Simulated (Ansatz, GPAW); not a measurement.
# How Cu3SeI (model structure) absorbs and reflects light, part 2 of 2

Wanted: where Cu3SeI (model structure) starts to absorb, how strongly, and its refractive index. The structure is a model built here, which may or may not match a known phase. It was built so: All Ag replaced by Cu and S replaced by Se in the R3 structure of Ag3SI. The cell is first relaxed with Ansatz.

GPAW 26.7.0; DFT, PBE, plane-wave PAW (GPAW data sets), scalar-relativistic, RPA, optical limit.

So far: Starting point; Relaxation.

### Step 3. Ground state

First the ground state: is it a metal or has it a gap?

This step: DFT, PBE, plane-wave PAW (GPAW data sets), scalar-relativistic, ground state (GPAW 26.7.0).

gs.py

```python
from ase import Atoms
from ase.dft.bandgap import bandgap
from gpaw import GPAW, PW, FermiDirac

atoms = Atoms(['I', 'Se', 'Cu', 'Cu', 'Cu'],
              cell=[[3.22338107, 1.86101993, 2.69709895],
                    [-3.22338107, 1.86101993, 2.69709895],
                    [0.00000000, -3.72203986, 2.69709895]],
              scaled_positions=[[0.50166368, 0.50166368, 0.50166368],
                                [0.05488263, 0.05488263, 0.05488263],
                                [0.84217165, 0.01628323, 0.55389881],
                                [0.01628323, 0.55389881, 0.84217165],
                                [0.55389881, 0.84217165, 0.01628323]],
              pbc=[True, True, True])
atoms.calc = GPAW(mode=PW(450), xc='PBE', kpts={'size': (5, 5, 5), 'gamma': True},
                  occupations=FermiDirac(0.05), maxiter=150, txt='gs.txt')
print('energy (eV)', atoms.get_potential_energy())
print('Fermi level (eV)', atoms.calc.get_fermi_level())
print('valence electrons', atoms.calc.get_number_of_electrons())
print('gap (eV)', bandgap(atoms.calc, output=None)[0])
print('direct gap (eV)', bandgap(atoms.calc, direct=True, output=None)[0])
atoms.calc.write('gs.gpw')
```

Command:

```
$ OMP_NUM_THREADS=1 python gs.py
```

Numbers of over 12 decimals in the logs are rounded to 6 here.

The log of the run:

```text
__  _  _
 | _ |_)|_||  |
 |__||  | ||/\| - 26.7.0

Versions:
  Python: 3.12.14
  ASE:    3.29.0
  Numpy:  2.5.5
  Scipy:  1.18.1
  Libxc:  7.0.0

Input parameters:
  mode=PW(ecut=450.000000),
  kpts=MonkhorstPack(size=(5, 5, 5), gamma=True),
  maxiter=150,
  occupations=Occupations(name='fermi-dirac', width=0.05, fixmagmom=False),
  xc=XC(name='PBE')

Diagonalizing LCAO Hamiltonian
Converting LCAO to pw mode

            Cu
             I
       Cu          Cu

             Se

Atoms  # Å, Bohr magnetons
|   | symbol |         x |         y |        z |    initial magnetic moments |
| 0 |      I | -0.000000 |  0.000000 | 4.059110 | ( 0.0000,  0.0000,  0.0000) |
| 1 |     Se | -0.000000 |  0.000000 | 0.444072 | ( 0.0000,  0.0000,  0.0000) |
| 2 |     Cu |  2.662153 | -0.464032 | 3.809258 | ( 0.0000,  0.0000,  0.0000) |
| 3 |     Cu | -1.732940 | -2.073476 | 3.809258 | ( 0.0000,  0.0000,  0.0000) |
| 4 |     Cu | -0.929213 |  2.537508 | 3.809258 | ( 0.0000,  0.0000,  0.0000) |

Unit cell  # Å
| periodic |         x |         y |        z |  lengths |    angles |
|      yes |  3.223381 |  1.861020 | 2.697099 | 4.596512 | 89.057447 |
|      yes | -3.223381 |  1.861020 | 2.697099 | 4.596512 | 89.057447 |
|      yes |  0.000000 | -3.722040 | 2.697099 | 4.596512 | 89.057447 |

Number of symmetries: 1
Symmetry operations  # r_c * U_cc + t_c -> r_c
|   | kind |            matrix            |
| 0 |  E   |  1, 0, 0,  0, 1, 0,  0, 0, 1 |

BZ-sampling:
  Number of BZ points: 125
  Number of IBZ points: 63

  Monkhorst-Pack size: [5, 5, 5]
  Monkhorst-Pack shift: [0, 0, 0]

K-points  # in reciprocal-cell coordinates
|     |                                coordinates |     weight |
|   0 | (  0.00000000,   0.00000000,   0.00000000) | 0.00800000 |
|   1 | (  0.00000000,   0.00000000,   0.20000000) | 0.01600000 |
|   2 | (  0.00000000,   0.00000000,   0.40000000) | 0.01600000 |
|   3 | (  0.00000000,   0.20000000,  -0.40000000) | 0.01600000 |
|   4 | (  0.00000000,   0.20000000,  -0.20000000) | 0.01600000 |
|   5 | (  0.00000000,   0.20000000,   0.00000000) | 0.01600000 |
|   6 | (  0.00000000,   0.20000000,   0.20000000) | 0.01600000 |
|   7 | (  0.00000000,   0.20000000,   0.40000000) | 0.01600000 |
|   8 | (  0.00000000,   0.40000000,  -0.40000000) | 0.01600000 |
|   9 | (  0.00000000,   0.40000000,  -0.20000000) | 0.01600000 |
| ... |                                            |            |
|  62 | (  0.40000000,   0.40000000,   0.40000000) | 0.01600000 |

Plane wave coefficients: 2117
Cutoff: 450.000000 eV

Spin-components: 1 (collinear spins)
Bands:           32
Projectors:      28
Spin-degeneracy: 2
Datatype:        complex128

Parallelization:
  kpt:    1
  domain: 1
  band:   1

Density:
  Valence electrons: 46.0
  Components: 1
  Grid points: [24 24 24]
  Charge: 0.0  # |e|

Potential:
  Grid points: [24 24 24]

species:
  I:
    name:    Iodine
    id:
    Z:       53.0
    valence: 7
    core:    46
    charge:  0.0  # [|e|]
    compensation charges:
      type: gauss
      rc: 0.37  # [Å]
      lmax: 2
    cutoffs:
      filter: 2.06  # [Å]
      core: 2.90  # [Å]
    projectors
    | kind |    occ | energy [eV] | rcut [Å] |
    |   5s |  2.000 |     -17.382 |    1.164 |
    |   5p |  5.000 |      -7.088 |    1.164 |
    |    s |        |       9.829 |    1.164 |
    |    p |        |      20.123 |    1.164 |
    |    d |        |       0.000 |    1.164 |

    Using partial waves for I as LCAO basis

  Se:
    name:    Selenium
    id:
    Z:       34.0
    valence: 6
    core:    28
    charge:  0.0  # [|e|]
    compensation charges:
      type: gauss
      rc: 0.27  # [Å]
      lmax: 2
    cutoffs:
      filter: 1.77  # [Å]
      core: 2.67  # [Å]
    projectors
    | kind |    occ | energy [eV] | rcut [Å] |
    |   4s |  2.000 |     -17.277 |    0.847 |
    |   4p |  4.000 |      -6.512 |    1.005 |
    |    s |        |       9.935 |    0.847 |
    |    p |        |      20.699 |    1.005 |
    |    d |        |       0.000 |    0.847 |

    Using partial waves for Se as LCAO basis

  Cu:
    name:    Copper
    id:
    Z:       29.0
    valence: 11
    core:    18
    charge:  0.0  # [|e|]
    compensation charges:
      type: gauss
      rc: 0.33  # [Å]
      lmax: 2
    cutoffs:
      filter: 2.06  # [Å]
      core: 2.43  # [Å]
    projectors
    | kind |    occ | energy [eV] | rcut [Å] |
    |   4s |  1.000 |      -4.609 |    1.164 |
    |   4p |  0.000 |      -0.698 |    1.164 |
    |   3d | 10.000 |      -5.039 |    1.058 |
    |    s |        |      22.603 |    1.164 |
    |    p |        |      26.513 |    1.164 |
    |    d |        |      22.172 |    1.058 |

    Using partial waves for Cu as LCAO basis

Reference energy: -394708.683320  # eV

eigensolver:
  PPCG
  Converge bands: occupied
  niter=2

density mixing:
  MSR1-Mixer
  Pratt-step length: 0.05
  Maximum mixing coefficient: 0.75
  Old densities: 10
  SVD Regularization: 0.005
  Good broyden scale: 1.0
  Trust region scale: 1.0
  Backstep threshold: 4.0
  History deletion threshold: 6.0
  Fourier metric: weight=20.0, sigma=0.015

occupation numbers:
  Fermi-Dirac:
    width: 0.0500  # eV

poisson solver:
  ecut: 3600.000000  # eV

xc functional:
  name: PBE with 2 nearest neighbor stencil

convergence criteria:
- Maximum [total energy] change in last 3 cyles: 0.0005 eV / valence electron
- Maximum integral of absolute [dens]ity change: 0.0001 electrons / valence electron
- Maximum integral of absolute [eigenst]ate change: 4e-08 eV^2 / valence electron
maximum number of iterations: 150

SCF iterations
|iter     |      energy | eigst |  dens |
|iter:   1||  -17.381972 | +0.27 |       |
|iter:   2||  -16.722832 | -1.78 | -1.13 |
|iter:   3||  -15.988542 | -1.38 | -1.25 |
|iter:   4||  -15.952230 | -2.82 | -1.67 |
|iter:   5||  -15.937266 | -3.28 | -1.87 |
|iter:   6||  -15.935985c| -4.45 | -2.40 |
|iter:   7||  -15.936001c| -5.82 | -3.25 |
|iter:   8||  -15.936005c| -6.52 | -3.65 |
|iter:   9||  -15.936006c| -7.76c| -4.50c|

Converged in 9 steps
SCF loop duration: 54.816 s (6.091 s/step)
Energy contributions relative to reference atoms: (reference = -394708.683320)

Energy contributions:
  Kinetic:          -7.309071
  Coulomb:           3.644576
  Zero:              0.242627
  External:          0.000000
  Xc:              -12.514104
  Entropy:          -0.000067
  Spinorbit:         0.000000
  ----------------------------
  Free energy:     -15.936039
  Extrapolated:    -15.936006

dipole moment: (-0.000001, -0.000003, -31.697228)  # |e|*Ang

Fermi level: 6.586
Eigenvalues  # (at kpt = [0.000, 0.000, 0.000])
| band index |      eig [eV] | occ [0-2] |
|          0 |        -7.981 |     2.000 |
|        ... |               |           |
|         15 |         4.455 |     2.000 |
|         16 |         4.503 |     2.000 |
|         17 |         4.733 |     2.000 |
|         18 |         4.733 |     2.000 |
|         19 |         4.943 |     2.000 |
|         20 |         6.006 |     2.000 |
|         21 |         6.012 |     2.000 |
|         22 |         6.012 |     2.000 |
|         23 |         6.848 |     0.011 |
|         24 |         7.780 |     0.000 |
|         25 |         7.780 |     0.000 |
|         26 |        11.714 |     0.000 |
|         27 |        12.489 |     0.000 |
|         28 |        12.489 |     0.000 |
|         29 |        13.484 |     0.000 |
|         30 |        13.484 |     0.000 |
|         31 |        15.296 |     0.000 |

Gap: 0.645 eV
Transition (v -> c):
  (s=0, k=40, n=22, [0.40, -0.40, 0.00]) -> (s=0, k=0, n=23, [0.00, 0.00, 0.00])
Direct/indirect transitions are different
Direct gap: 0.836 eV
Transition at: (s=0, k=0, n=22, [0.00, 0.00, 0.00])

--- standard output ---
energy (eV) -15.936006
Fermi level (eV) 6.585921
valence electrons 46.0
gap (eV) 0.644795
direct gap (eV) 0.835844
```

The job ended after 62 s (1 thread of Intel Xeon Platinum 8488C (Sapphire Rapids), shared host; peak memory 0.26 GiB).

This step gave:

```
energy                 : -15.94 eV
Fermi energy           : 6.586 eV
gap on the k-mesh      : 0.6448 eV
direct gap on the mesh : 0.8358 eV
electrons              : 46
```

There is a gap, 0.64 eV on this mesh (points off the mesh can give less), so no carriers' term is needed.

### Step 4. Bands for the response

The response needs many more empty bands than the density does.

This step: DFT, PBE, plane-wave PAW (GPAW data sets), scalar-relativistic, bands at fixed density (GPAW 26.7.0).

nscf.py

```python
from ase.dft.bandgap import bandgap
from gpaw import GPAW, FermiDirac

calc = GPAW('gs.gpw').fixed_density(kpts={'size': (6, 6, 6), 'gamma': True}, nbands=53, convergence={'bands': 47},
                                    occupations=FermiDirac(0.001), txt='nscf.txt')
print('gap (eV)', bandgap(calc, output=None)[0])
print('direct gap (eV)', bandgap(calc, direct=True, output=None)[0])
calc.write('full.gpw', mode='all')
```

Command:

```
$ OMP_NUM_THREADS=1 python nscf.py
```

The log of the run:

```text
Diagonalizing LCAO Hamiltonian
Converting LCAO to pw mode
convergence criteria:
- Maximum integral of absolute [eigenst]ate change: 4e-08 eV^2 / valence electron
maximum number of iterations: 150

SCF iterations
|iter     |      energy | eigst |  dens |
|iter:   1||             | +2.76 |       |
|iter:   2||             | +1.68 |       |
|iter:   3||             | +0.73 |       |
|iter:   4||             | -0.37 |       |
|iter:   5||             | -1.23 |       |
|iter:   6||             | -2.15 |       |
|iter:   7||             | -2.85 |       |
|iter:   8||             | -3.67 |       |
|iter:   9||             | -4.35 |       |
|iter:  10||             | -5.14 |       |
|iter:  11||             | -5.83 |       |
|iter:  12||             | -6.55 |       |
|iter:  13||             | -7.15 |       |
|iter:  14||             | -7.65c|       |
SCF steps: 14
  __  _  _
 | _ |_)|_||  |
 |__||  | ||/\| - 26.7.0

Versions:
  Python: 3.12.14
  ASE:    3.29.0
  Numpy:  2.5.5
  Scipy:  1.18.1
  Libxc:  7.0.0

Input parameters:
  mode=PW(ecut=450.000000),
  convergence={'bands': 47},
  gpts=array([24, 24, 24]),
  kpts=MonkhorstPack(size=(6, 6, 6), gamma=True),
  maxiter=150,
  nbands=53,
  occupations=Occupations(name='fermi-dirac', width=0.001, fixmagmom=False),
  parallel={},
  xc=XC(name='PBE')

--- standard output ---
gap (eV) 0.643858
direct gap (eV) 0.835844
```

Run time: 3.8 min. Hardware: 1 thread; peak memory 0.45 GiB.

This step gave:

| Item | Value |
| --- | --- |
| gap on the k-mesh | 0.6439 eV |

### Step 5. Dielectric function, RPA

Transitions between filled and empty bands, summed over the zone, give the optical response, so mesh, band count and broadening shape it.

The induced potential is part of this response.

This step: DFT, PBE, plane-wave PAW (GPAW data sets), scalar-relativistic, RPA, optical limit (GPAW 26.7.0).

df.py

```python
from gpaw.response.df import DielectricFunction

df = DielectricFunction('full.gpw', frequencies={'type': 'nonlinear', 'domega0': 0.03, 'omega2': 8},
                        ecut=30,
                        eta=0.2,
                        nbands=47,
                        txt='df.txt')
for direction in ['x', 'z']:
    df.get_dielectric_function(xc='RPA', direction=direction, filename=f'df_{direction}.csv')
```

Command:

```
$ OMP_NUM_THREADS=1 python df.py
```

The log of the run:

```text
Using integrator: PointIntegrator
NonLinearFrequencyDescriptor(from 0.000 to 34.330 eV, 413 points)
Nonperiodic BCs:  [False False False]
Using integrator: PointIntegrator
NonLinearFrequencyDescriptor(from 0.000 to 34.330 eV, 413 points)
Nonperiodic BCs:  [False False False]

Calculating chi0 body with:
    Ground state adapter containing:
    Number of spins: 1
    Number of kpoints: 216
    Number of irreducible kpoints: 112
    Number of completely occupied states: 23
    Number of partially occupied states: 23

    Linear response parametrization:
    q_c: [0.0, 0.0, 0.0]
    Number of frequency points: 413
    Planewave cutoff: 30.0
    Number of bands: 47
    Number of planewaves: 33
    Broadening (eta): 0.2

Integrating chi0 body.

Symmetries of q_c:
    Direct symmetries (Uq -> q): 1
    Indirect symmetries (TUq -> q): 1
In total 2 allowed symmetries.

112 groups of equivalent kpoints. 48.148148% reduction.

Integral kind: spectral function

Calculating chi0 optical extensions with:
    Ground state adapter containing:
    Number of spins: 1
    Number of kpoints: 216
    Number of irreducible kpoints: 112
    Number of completely occupied states: 23
    Number of partially occupied states: 23

    Linear response parametrization:
    Number of frequency points: 413
    Planewave cutoff: 30.0
    Number of bands: 47
    Number of planewaves: 33
    Broadening (eta): 0.2
Integrating chi0 head and wings.

Symmetries of q_c:
    Direct symmetries (Uq -> q): 1
    Indirect symmetries (TUq -> q): 1
In total 2 allowed symmetries.

112 groups of equivalent kpoints. 48.148148% reduction.

Integral kind: spectral function wings
```

The job ended after 60 s (1 thread; peak memory 0.31 GiB).

Numbers from this step:

```
electronic dielectric constant ε∞, mean over x, y and z (by symmetry where fewer were run) : 11.89
```

Some rows of df_x.csv (energy; Re and Im without local fields; Re and Im with them):

```text
0.000000, 12.172931, 0.000000, 11.581369, 0.000000
0.460735, 12.561217, 0.452787, 11.964602, 0.448319
0.943989, 12.992972, 1.604937, 12.375242, 1.598702
1.451455, 14.238451, 4.484626, 13.612798, 4.453290
1.984998, 11.849991, 5.652627, 11.082320, 5.683728
2.546682, 12.325424, 8.032098, 11.347409, 7.945537
3.138794, 8.612446, 11.433245, 7.514962, 11.045336
3.763875, 5.553874, 11.451536, 4.634523, 10.420482
4.424758, 2.359490, 10.025770, 1.944426, 9.048133
5.124608, 1.346892, 8.179755, 0.945000, 7.375400
5.866977, 0.229468, 7.790069, -0.046604, 6.799122
6.655862, -1.143501, 6.621577, -1.010054, 5.535607
7.495775, -0.935909, 5.151791, -0.680490, 4.043618
8.391833, -1.740047, 4.022405, -1.031560, 3.482232
9.349861, -1.842115, 3.118628, -1.114716, 2.978658
10.376517, -1.550519, 2.227711, -1.105607, 2.197102
11.479449, -1.095689, 1.563348, -0.779926, 1.568081
12.667487, -0.902045, 1.298662, -0.572148, 1.338533
13.950874, -0.614114, 0.936049, -0.382551, 1.006639
15.341572, -0.345113, 0.737757, -0.166374, 0.770441
```

Sum at mesh points, not converged in k; values under the direct gap are tails of Lorentzian lines. Im ε against photon energy; read off at these points:

| photon energy (eV) | E ∥ x | E ∥ z |
| --- | --- | --- |
| 0.00 | 0 | 0 |
| 0.50 | 0.516 | 0.785 |
| 1.00 | 1.62 | 2.27 |
| 1.50 | 4.89 | 4.27 |
| 2.00 | 5.68 | 7.65 |
| 2.50 | 7.65 | 12.6 |
| 2.78 | 9.89 | 13.6 |
| 3.00 | 10.8 | 11.8 |
| 3.14 | 11.0 | 10.5 |
| 3.50 | 10.4 | 7.95 |
| 4.00 | 10.3 | 7.47 |
| 4.50 | 8.94 | 7.10 |
| 5.00 | 7.58 | 7.28 |
| 5.50 | 7.45 | 7.64 |
| 6.00 | 6.56 | 8.67 |
| 6.50 | 5.92 | 6.69 |
| 7.00 | 4.90 | 5.44 |
| 7.50 | 4.05 | 4.13 |
| 8.00 | 3.98 | 3.74 |
| 8.50 | 3.41 | 3.09 |
| 9.00 | 3.24 | 2.88 |
| 9.50 | 2.83 | 2.63 |
| 10.00 | 2.50 | 2.24 |
| 10.50 | 2.09 | 2.02 |
| 11.00 | 1.83 | 1.82 |
| 11.50 | 1.56 | 1.69 |
| 12.00 | 1.45 | 1.52 |
| 12.50 | 1.36 | 1.34 |
| 13.00 | 1.17 | 1.16 |
| 13.50 | 1.07 | 1.03 |
| 14.00 | 0.993 | 0.958 |
| 14.50 | 0.903 | 0.872 |
| 15.00 | 0.815 | 0.814 |
| 15.50 | 0.764 | 0.725 |
| 16.00 | 0.710 | 0.718 |

Sum at mesh points, not converged in k. Reflectivity at normal incidence against photon energy; read off at these points:

| photon energy (eV) | E ∥ x (%) | E ∥ z (%) |
| --- | --- | --- |
| 0.00 | 29.8 | 31.3 |
| 0.50 | 30.6 | 32.3 |
| 1.00 | 31.6 | 31.8 |
| 1.50 | 34.6 | 35.5 |
| 1.59 | 34.8 | 36.3 |
| 2.00 | 32.5 | 37.0 |
| 2.50 | 34.9 | 40.6 |
| 2.78 | 37.1 | 41.9 |
| 3.00 | 37.8 | 40.3 |
| 3.50 | 36.9 | 33.2 |
| 4.00 | 38.0 | 31.5 |
| 4.50 | 36.9 | 30.7 |
| 5.00 | 35.2 | 31.4 |
| 5.50 | 35.6 | 32.1 |
| 6.00 | 35.6 | 39.8 |
| 6.50 | 37.9 | 41.6 |
| 7.00 | 38.0 | 41.8 |
| 7.10 | 37.7 | 42.2 |
| 7.50 | 32.2 | 37.4 |
| 8.00 | 34.5 | 39.0 |
| 8.21 | 34.6 | 37.9 |
| 8.50 | 33.3 | 36.1 |
| 9.00 | 33.5 | 34.0 |
| 9.50 | 35.2 | 35.7 |
| 10.00 | 34.5 | 33.6 |
| 10.50 | 35.6 | 32.5 |
| 11.00 | 34.4 | 32.0 |
| 11.50 | 32.6 | 30.8 |
| 12.00 | 31.3 | 31.2 |
| 12.50 | 29.2 | 30.3 |
| 13.00 | 30.7 | 31.5 |
| 13.50 | 28.0 | 28.9 |
| 14.00 | 27.6 | 27.3 |
| 14.50 | 26.1 | 25.6 |
| 15.00 | 24.8 | 25.5 |
| 15.50 | 22.6 | 21.9 |
| 16.00 | 21.3 | 20.8 |

Sum at mesh points, not converged in k; values under the direct gap are tails of Lorentzian lines. The Im ε, E ∥ x by photon energy; read off at these points:

| photon energy (eV) | without local fields | with local fields |
| --- | --- | --- |
| 0.00 | 0 | 0 |
| 0.50 | 0.520 | 0.516 |
| 1.00 | 1.63 | 1.62 |
| 1.50 | 4.92 | 4.89 |
| 2.00 | 5.65 | 5.68 |
| 2.50 | 7.71 | 7.65 |
| 3.00 | 11.1 | 10.8 |
| 3.14 | 11.4 | 11.0 |
| 3.50 | 11.1 | 10.4 |
| 3.85 | 11.6 | 10.5 |
| 4.00 | 11.4 | 10.3 |
| 4.50 | 9.90 | 8.94 |
| 5.00 | 8.35 | 7.58 |
| 5.50 | 8.37 | 7.45 |
| 6.00 | 7.60 | 6.56 |
| 6.50 | 7.01 | 5.92 |
| 7.00 | 5.84 | 4.90 |
| 7.50 | 5.16 | 4.05 |
| 8.00 | 4.76 | 3.98 |
| 8.50 | 3.94 | 3.41 |
| 9.00 | 3.56 | 3.24 |
| 9.50 | 2.90 | 2.83 |
| 10.00 | 2.54 | 2.50 |
| 10.50 | 2.11 | 2.09 |
| 11.00 | 1.83 | 1.83 |
| 11.50 | 1.56 | 1.56 |
| 12.00 | 1.44 | 1.45 |
| 12.50 | 1.36 | 1.36 |
| 13.00 | 1.11 | 1.17 |
| 13.50 | 1.05 | 1.07 |
| 14.00 | 0.923 | 0.993 |
| 14.50 | 0.850 | 0.903 |
| 15.00 | 0.776 | 0.815 |
| 15.50 | 0.732 | 0.764 |
| 16.00 | 0.673 | 0.710 |

Sum at mesh points, not converged in k; values under the direct gap are tails of Lorentzian lines. Loss function −Im 1/ε at q → 0 against energy loss; read off at these points:

| energy loss (eV) | E ∥ x | E ∥ z |
| --- | --- | --- |
| 0 | 0 | 0 |
| 1 | 0.0101 | 0.0140 |
| 2 | 0.0365 | 0.0313 |
| 3 | 0.0561 | 0.0771 |
| 4 | 0.0879 | 0.114 |
| 5 | 0.130 | 0.120 |
| 6 | 0.152 | 0.115 |
| 7 | 0.190 | 0.164 |
| 8 | 0.236 | 0.226 |
| 9 | 0.282 | 0.306 |
| 10 | 0.337 | 0.375 |
| 11 | 0.431 | 0.460 |
| 12 | 0.567 | 0.546 |
| 13 | 0.698 | 0.687 |
| 14 | 0.880 | 0.919 |
| 15 | 1.14 | 1.13 |
| 16 | 1.38 | 1.37 |

From ε follow the optical constants at some laser and lamp lines:

| wavelength (nm) | n x | k x | R (%) x | 1/α x | n z | k z | R (%) z | 1/α z |
| --- | --- | --- | --- | --- | --- | --- | --- | --- |
| 1064 | 3.66 | 0.297 | 32.8 | 285 nm | 3.66 | 0.312 | 32.9 | 271 nm |
| 800 | 3.72 | 0.721 | 34.7 | 88 nm | 3.89 | 0.621 | 36.0 | 102 nm |
| 633 | 3.43 | 0.833 | 32.4 | 60 nm | 3.82 | 0.963 | 36.7 | 52 nm |
| 450 | 3.53 | 1.380 | 37.0 | 26 nm | 3.35 | 2.027 | 41.8 | 18 nm |
| 365 | 2.99 | 1.777 | 37.3 | 16 nm | 2.40 | 1.789 | 34.9 | 16 nm |
| 308 | 2.63 | 1.948 | 38.0 | 13 nm | 2.36 | 1.574 | 31.4 | 16 nm |
| 193 | 1.63 | 1.891 | 37.9 | 8.1 nm | 1.69 | 2.085 | 41.6 | 7.4 nm |

Below the direct gap, k and the depth come from the tails of the Lorentzian lines, not from transitions.

Rows near the edge hang on the gap, which this functional as a rule makes too small, and phonon-assisted absorption is left out.

### Step 6. Outcome

```
electronic dielectric constant ε∞, mean over x, y and z (by symmetry where fewer were run) (RPA) : 11.9
```

In words: At this level (PBE, RPA) Cu3SeI has a mean ε∞ = 11.9 and n = 3.53 at 1550 nm (E ∥ x). The cell shrank by 7.2 % in volume. On the mesh the gap is 0.64 eV and the least direct gap 0.84 eV, so on this mesh the band edges lie at different points. Local fields change the static value along x from 12.17 to 11.58 (-5 %). The static values by axis are 11.58 (x), 12.51 (z). Excitons and phonon-assisted transitions are missing; PBE gaps are as a rule too small, which pulls the onset down and ε∞ up. Spin-orbit coupling is left out although heavy atoms are present. The curves end at 16 eV, about where the summed bands run out. In this version of GPAW the matrix elements of the optical limit are incomplete, which can lower ε − 1 by up to a tenth where first-row anions or d states rule, and shift it by more in d metals. The sum runs over mesh points 0.23 Å⁻¹ apart with no interpolation, so peaks are partly noise of the mesh; over so small a direct gap single mesh points weigh heavily, so ε∞, n and their changes from run to run can be far off. Besides steps told in other documents, this task had 2 runs with a known fault of program or setting; those not told in a step above aren't shown.

[Machine, clock and banner lines and Python warnings are left out of the logs.]

[Logs are printed without paths, hosts, clocks, repeated set-up lines and the standing remarks that a program may print on its own settings, such as how far it seeks lower states.]

[Hosts, paths, dates, database ids (printed as entryN), source tags and the programs' standing remarks are cut or masked in the printed files.]
